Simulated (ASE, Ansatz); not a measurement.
## Neighbourhoods of single atoms in Rh(111) slab (48 atoms)

The cell holds 48 atoms: 48 Rh. Cell: a = 10.757 Å, b = 8.067 Å, c = 18.587 Å, α = 90.0°, β = 90.0°, γ = 120.0°. It derives from Rh (fcc). Fcc Rh (a = 3.803 Å), (111) slab of 4 repeat layers, 4 x 3 surface cells, 12 Å of vacuum; atoms within 2.63 Å of the bottom held; every coordinate displaced by a Gaussian of 0.03 Å. Vacuum lies along c.

Method: Kohn-Sham DFT, PBE, PAW (set soft_2), plane waves (Ansatz 0.2.0; cutoff 420 eV, k-mesh 2×3×1, fermi-dirac smearing of 0.1 eV), at the geometry as built.

The whole cell was solved; only parts of it are printed.

A closer look about Rh15, which bears the longest force among the free atoms: 22 atoms, nearest first, numbered in the order of the input, with positions taken from that point.

| atom | x | y | z | distance (Å) | bonds | Löwdin charge (e) | Fx | Fy | Fz (eV/Å) |
| --- | --- | --- | --- | --- | --- | --- | --- | --- | --- |
| Rh15 | 0.00 | 0.00 | 0.00 | 0.00 | 12 | 0.14 | -0.20 | 0.85 | -0.45 |
| Rh3 | 1.35 | -2.24 | -0.04 | 2.61 | 12 | 0.13 | 0.04 | -0.71 | -0.10 |
| Rh28 | 1.33 | -0.71 | 2.14 | 2.62 | 9 | 0.08 | 0.05 | -0.15 | 0.40 |
| Rh16 | -1.31 | -0.70 | 2.16 | 2.62 | 9 | 0.07 | -0.51 | -0.40 | 0.01 |
| Rh35 | -1.31 | -2.29 | -0.08 | 2.64 | 12 | 0.13 | -0.46 | -0.36 | 0.61 |
| Rh34 | -0.03 | -1.52 | -2.19 | 2.67 | 12 | 0.13 | 0.25 | 0.16 | -0.72 |
| Rh27 | 2.67 | 0.05 | 0.00 | 2.67 | 12 | 0.14 | 0.08 | 0.05 | -0.55 |
| Rh47 | -2.68 | 0.00 | -0.06 | 2.68 | 12 | 0.13 | -0.30 | 0.38 | 0.27 |
| Rh14 | 1.30 | 0.81 | -2.21 | 2.69 | 12 | 0.13 | 0.41 | -0.01 | -0.14 |
| Rh19 | 1.38 | 2.36 | -0.04 | 2.73 | 12 | 0.13 | -0.72 | 0.10 | 0.08 |
| Rh20 | -0.04 | 1.57 | 2.23 | 2.73 | 9 | 0.06 | 0.22 | 0.40 | -0.50 |
| Rh7 | -1.35 | 2.39 | -0.02 | 2.75 | 12 | 0.13 | 0.27 | -0.22 | -0.04 |
| Rh46 | -1.38 | 0.85 | -2.24 | 2.76 | 12 | 0.13 | 0.28 | -0.49 | -0.03 |
| Rh4 | 0.03 | -3.09 | 2.17 | 3.78 | 9 | 0.06 | -0.40 | 0.10 | -0.25 |
| Rh32 | 2.64 | 1.61 | 2.20 | 3.79 | 9 | 0.07 | 0.30 | 0.09 | -0.21 |
| Rh8 | -2.70 | 1.60 | 2.15 | 3.80 | 9 | 0.06 | -0.16 | -0.19 | -0.09 |
| Rh2 | 2.70 | -1.54 | -2.23 | 3.83 | 12 | 0.13 | -0.33 | 0.59 | 0.19 |
| Rh22 | -2.72 | -1.55 | -2.22 | 3.84 | 12 | 0.14 | 0.19 | 0.55 | -0.40 |
| Rh6 | -0.02 | 3.15 | -2.26 | 3.88 | 12 | 0.14 | 0.18 | -0.16 | 0.65 |
| Rh12 | 2.66 | -3.03 | 2.14 | 4.57 | 9 | 0.07 | 0.28 | -0.23 | 0.14 |
| Rh40 | 4.01 | -0.75 | 2.11 | 4.59 | 9 | 0.07 | 0.27 | 0.28 | 0.47 |
| Rh36 | -2.72 | -3.04 | 2.12 | 4.60 | 9 | 0.06 | 0.34 | -0.13 | 0.23 |

The column of bonds counts only the pairs Rh-Rh within 3.12 Å; other neighbours, such as metal atoms beside each other in a compound, aren't counted, and periodic images can show an atom twice.

Local excerpt of 22 atoms (numbers count through the whole input) about Rh13, whose charge lies farthest from its element's mean; x, y, z are measured from there.

| atom | x | y | z | distance (Å) | bonds | Löwdin charge (e) | Fx | Fy | Fz (eV/Å) |
| --- | --- | --- | --- | --- | --- | --- | --- | --- | --- |
| Rh13 | 0.00 | 0.00 | 0.00 | 0.00 | 9 | 0.05 | 0.09 | 0.00 | 0.07 |
| Rh46 | -0.01 | 1.57 | 2.18 | 2.69 | 12 | 0.13 | 0.28 | -0.49 | -0.03 |
| Rh33 | -1.32 | -2.34 | -0.05 | 2.69 | 9 | 0.06 | -0.07 | 0.21 | 0.21 |
| Rh45 | -2.70 | -0.01 | -0.01 | 2.70 | 9 | 0.06 | 0.17 | 0.08 | 0.16 |
| Rh1 | 1.39 | -2.33 | -0.03 | 2.71 | 9 | 0.06 | -0.34 | 0.19 | 0.25 |
| Rh34 | 1.33 | -0.79 | 2.22 | 2.71 | 12 | 0.13 | 0.25 | 0.16 | -0.72 |
| Rh22 | -1.36 | -0.83 | 2.20 | 2.71 | 12 | 0.14 | 0.19 | 0.55 | -0.40 |
| Rh17 | 1.38 | 2.35 | -0.01 | 2.72 | 9 | 0.07 | -0.34 | -0.39 | 0.00 |
| Rh5 | -1.36 | 2.37 | -0.04 | 2.73 | 9 | 0.07 | 0.13 | -0.39 | 0.14 |
| Rh25 | 2.76 | 0.06 | -0.05 | 2.76 | 9 | 0.06 | -0.71 | -0.43 | 0.37 |
| Rh14 | 2.66 | 1.53 | 2.20 | 3.78 | 12 | 0.13 | 0.41 | -0.01 | -0.14 |
| Rh38 | -2.67 | 1.56 | 2.18 | 3.78 | 12 | 0.13 | -0.25 | -0.29 | -0.15 |
| Rh30 | -0.06 | -3.11 | 2.19 | 3.81 | 12 | 0.14 | 0.82 | -0.17 | -0.23 |
| Rh47 | -1.31 | 0.73 | 4.35 | 4.60 | 12 | 0.13 | -0.30 | 0.38 | 0.27 |
| Rh35 | 0.05 | -1.56 | 4.34 | 4.61 | 12 | 0.13 | -0.46 | -0.36 | 0.61 |
| Rh42 | -1.33 | 3.85 | 2.18 | 4.62 | 12 | 0.14 | -0.27 | 0.40 | 0.14 |
| Rh6 | 1.34 | 3.87 | 2.15 | 4.63 | 12 | 0.14 | 0.18 | -0.16 | 0.65 |
| Rh18 | -2.71 | -3.10 | 2.14 | 4.64 | 12 | 0.14 | 0.18 | -0.48 | 0.22 |
| Rh41 | -0.01 | -4.66 | -0.04 | 4.66 | 9 | 0.06 | 0.11 | -0.05 | 0.38 |
| Rh9 | 4.05 | -2.31 | 0.02 | 4.66 | 9 | 0.07 | -0.24 | -0.16 | -0.40 |
| Rh29 | 4.04 | 2.33 | -0.04 | 4.66 | 9 | 0.06 | 0.17 | -0.01 | 0.30 |
| Rh41 | -4.05 | 2.33 | -0.04 | 4.67 | 9 | 0.06 | 0.11 | -0.05 | 0.38 |

The column of bonds counts only the pairs Rh-Rh within 3.12 Å; other neighbours, such as metal atoms beside each other in a compound, aren't counted, and periodic images can show an atom twice.

A closer look about Rh11, picked at random: 49 atoms, nearest first, numbered in the order of the input, with positions taken from that point.

| atom | x | y | z | distance (Å) | bonds | Löwdin charge (e) | Fx | Fy | Fz (eV/Å) |
| --- | --- | --- | --- | --- | --- | --- | --- | --- | --- |
| Rh11 | 0.00 | 0.00 | 0.00 | 0.00 | 12 | 0.13 | -0.14 | -0.31 | -0.14 |
| Rh40 | -0.03 | 1.53 | 2.14 | 2.63 | 9 | 0.07 | 0.27 | 0.28 | 0.47 |
| Rh10 | 1.33 | 0.73 | -2.16 | 2.64 | 12 | 0.13 | 0.00 | 0.53 | -0.37 |
| Rh24 | 1.32 | -0.74 | 2.19 | 2.66 | 9 | 0.06 | -0.07 | -0.33 | 0.03 |
| Rh39 | 1.31 | 2.33 | -0.05 | 2.67 | 12 | 0.13 | 0.60 | -0.04 | 0.48 |
| Rh2 | -1.34 | 0.74 | -2.20 | 2.68 | 12 | 0.13 | -0.33 | 0.59 | 0.19 |
| Rh12 | -1.38 | -0.75 | 2.17 | 2.68 | 9 | 0.07 | 0.28 | -0.23 | 0.14 |
| Rh7 | -1.36 | -2.32 | 0.01 | 2.68 | 12 | 0.13 | 0.27 | -0.22 | -0.04 |
| Rh23 | 2.69 | -0.03 | -0.01 | 2.69 | 12 | 0.13 | -0.11 | 0.23 | 0.04 |
| Rh3 | -2.69 | 0.04 | -0.01 | 2.69 | 12 | 0.13 | 0.04 | -0.71 | -0.10 |
| Rh27 | -1.37 | 2.33 | 0.03 | 2.70 | 12 | 0.14 | 0.08 | 0.05 | -0.55 |
| Rh19 | 1.37 | -2.35 | -0.01 | 2.72 | 12 | 0.13 | -0.72 | 0.10 | 0.08 |
| Rh6 | -0.03 | -1.56 | -2.23 | 2.72 | 12 | 0.14 | 0.18 | -0.16 | 0.65 |
| Rh26 | -0.01 | 3.10 | -2.14 | 3.77 | 12 | 0.13 | -0.36 | -0.03 | -0.72 |
| Rh48 | 2.67 | 1.52 | 2.19 | 3.78 | 9 | 0.06 | 0.02 | 0.39 | -0.23 |
| Rh18 | 2.65 | -1.54 | -2.24 | 3.80 | 12 | 0.14 | 0.18 | -0.48 | 0.22 |
| Rh28 | -2.71 | 1.58 | 2.17 | 3.81 | 9 | 0.08 | 0.05 | -0.15 | 0.40 |
| Rh42 | -2.70 | -1.58 | -2.21 | 3.83 | 12 | 0.14 | -0.27 | 0.40 | 0.14 |
| Rh20 | -0.05 | -3.14 | 2.27 | 3.87 | 9 | 0.06 | 0.22 | 0.40 | -0.50 |
| Rh36 | 3.99 | -0.76 | 2.16 | 4.60 | 9 | 0.06 | 0.34 | -0.13 | 0.23 |
| Rh22 | 4.00 | 0.73 | -2.19 | 4.61 | 12 | 0.14 | 0.19 | 0.55 | -0.40 |
| Rh9 | -1.35 | -0.75 | -4.36 | 4.62 | 9 | 0.07 | -0.24 | -0.16 | -0.40 |
| Rh37 | -0.04 | 1.54 | -4.37 | 4.63 | 9 | 0.07 | 0.45 | 0.28 | 0.00 |
| Rh32 | 2.63 | -3.10 | 2.23 | 4.64 | 9 | 0.07 | 0.30 | 0.09 | -0.21 |
| Rh15 | -4.04 | 2.28 | 0.03 | 4.64 | 12 | 0.14 | -0.20 | 0.85 | -0.45 |
| Rh43 | -4.00 | -2.34 | -0.03 | 4.64 | 12 | 0.13 | -0.47 | 0.01 | 0.25 |
| Rh47 | 4.04 | 2.28 | -0.03 | 4.64 | 12 | 0.13 | -0.30 | 0.38 | 0.27 |
| Rh31 | -0.02 | 4.65 | 0.01 | 4.65 | 12 | 0.13 | 0.16 | 0.07 | 0.00 |
| Rh31 | 4.01 | -2.34 | 0.01 | 4.65 | 12 | 0.13 | 0.16 | 0.07 | 0.00 |
| Rh4 | -4.01 | -0.81 | 2.21 | 4.65 | 9 | 0.06 | -0.40 | 0.10 | -0.25 |
| Rh46 | -1.38 | -3.85 | -2.20 | 4.65 | 12 | 0.13 | 0.28 | -0.49 | -0.03 |
| Rh14 | 1.29 | -3.90 | -2.18 | 4.65 | 12 | 0.13 | 0.41 | -0.01 | -0.14 |
| Rh21 | 1.31 | -0.79 | -4.40 | 4.65 | 9 | 0.08 | 0.26 | 0.33 | -0.12 |
| Rh8 | -2.70 | -3.10 | 2.18 | 4.66 | 9 | 0.06 | -0.16 | -0.19 | -0.09 |
| Rh44 | 1.31 | 3.90 | 2.20 | 4.67 | 9 | 0.06 | 0.15 | -0.16 | -0.24 |
| Rh34 | -4.07 | 0.76 | -2.16 | 4.67 | 12 | 0.13 | 0.25 | 0.16 | -0.72 |
| Rh14 | -2.74 | 3.09 | -2.18 | 4.67 | 12 | 0.13 | 0.41 | -0.01 | -0.14 |
| Rh38 | 2.69 | 3.12 | -2.21 | 4.67 | 12 | 0.13 | -0.25 | -0.29 | -0.15 |
| Rh32 | -1.40 | 3.89 | 2.23 | 4.70 | 9 | 0.07 | 0.30 | 0.09 | -0.21 |
| Rh15 | -0.01 | -4.71 | 0.03 | 4.71 | 12 | 0.14 | -0.20 | 0.85 | -0.45 |
| Rh19 | -2.66 | 4.64 | -0.01 | 5.35 | 12 | 0.13 | -0.72 | 0.10 | 0.08 |
| Rh35 | -5.35 | 0.00 | -0.05 | 5.35 | 12 | 0.13 | -0.46 | -0.36 | 0.61 |
| Rh45 | 2.65 | 1.55 | -4.40 | 5.36 | 9 | 0.06 | 0.17 | 0.08 | 0.16 |
| Rh27 | 2.67 | -4.66 | 0.03 | 5.37 | 12 | 0.14 | 0.08 | 0.05 | -0.55 |
| Rh17 | 0.01 | -3.08 | -4.40 | 5.37 | 9 | 0.07 | -0.34 | -0.39 | 0.00 |
| Rh43 | 2.72 | 4.64 | -0.03 | 5.38 | 12 | 0.13 | -0.47 | 0.01 | 0.25 |
| Rh35 | 5.41 | 0.00 | -0.05 | 5.41 | 12 | 0.13 | -0.46 | -0.36 | 0.61 |
| Rh25 | -2.64 | 1.62 | -4.43 | 5.41 | 9 | 0.06 | -0.71 | -0.43 | 0.37 |
| Rh47 | -2.68 | -4.70 | -0.03 | 5.41 | 12 | 0.13 | -0.30 | 0.38 | 0.27 |

The column of bonds counts only the pairs Rh-Rh within 3.12 Å; other neighbours, such as metal atoms beside each other in a compound, aren't counted, and periodic images can show an atom twice.

Neighbours are counted within 3.12 Å (Rh-Rh).

Length of the force by element and coordination:

| element | coordination | atoms | mean length of the force (eV/Å) | spread | least | most |
| --- | --- | --- | --- | --- | --- | --- |
| Rh | all | 48 | 0.523 | 0.197 | 0.111 | 0.982 |
| Rh | 9 | 24 | 0.442 | 0.158 | 0.111 | 0.909 |
| Rh | 12 | 24 | 0.604 | 0.198 | 0.175 | 0.982 |

The mean of these charges, 0.099 e, is only the charge that the projection spills.

Löwdin charges by element and coordination (they lack the spilled electrons, 0.099 e an atom on average):

| element | coordination | atoms | mean charge (e) | spread | least | most |
| --- | --- | --- | --- | --- | --- | --- |
| Rh | all | 48 | 0.0987 | 0.0346 | 0.052 | 0.141 |
| Rh | 9 | 24 | 0.0645 | 0.0057 | 0.052 | 0.0768 |
| Rh | 12 | 24 | 0.133 | 0.0039 | 0.126 | 0.141 |

 Among metals, projection charges depend strongly on the orbitals used. The Löwdin charges lack the electrons that the projection spills, 0.099 e an atom on average.

[Hosts, paths, dates, database ids (printed as entryN), source tags and the programs' standing remarks are cut or masked in the printed files.]
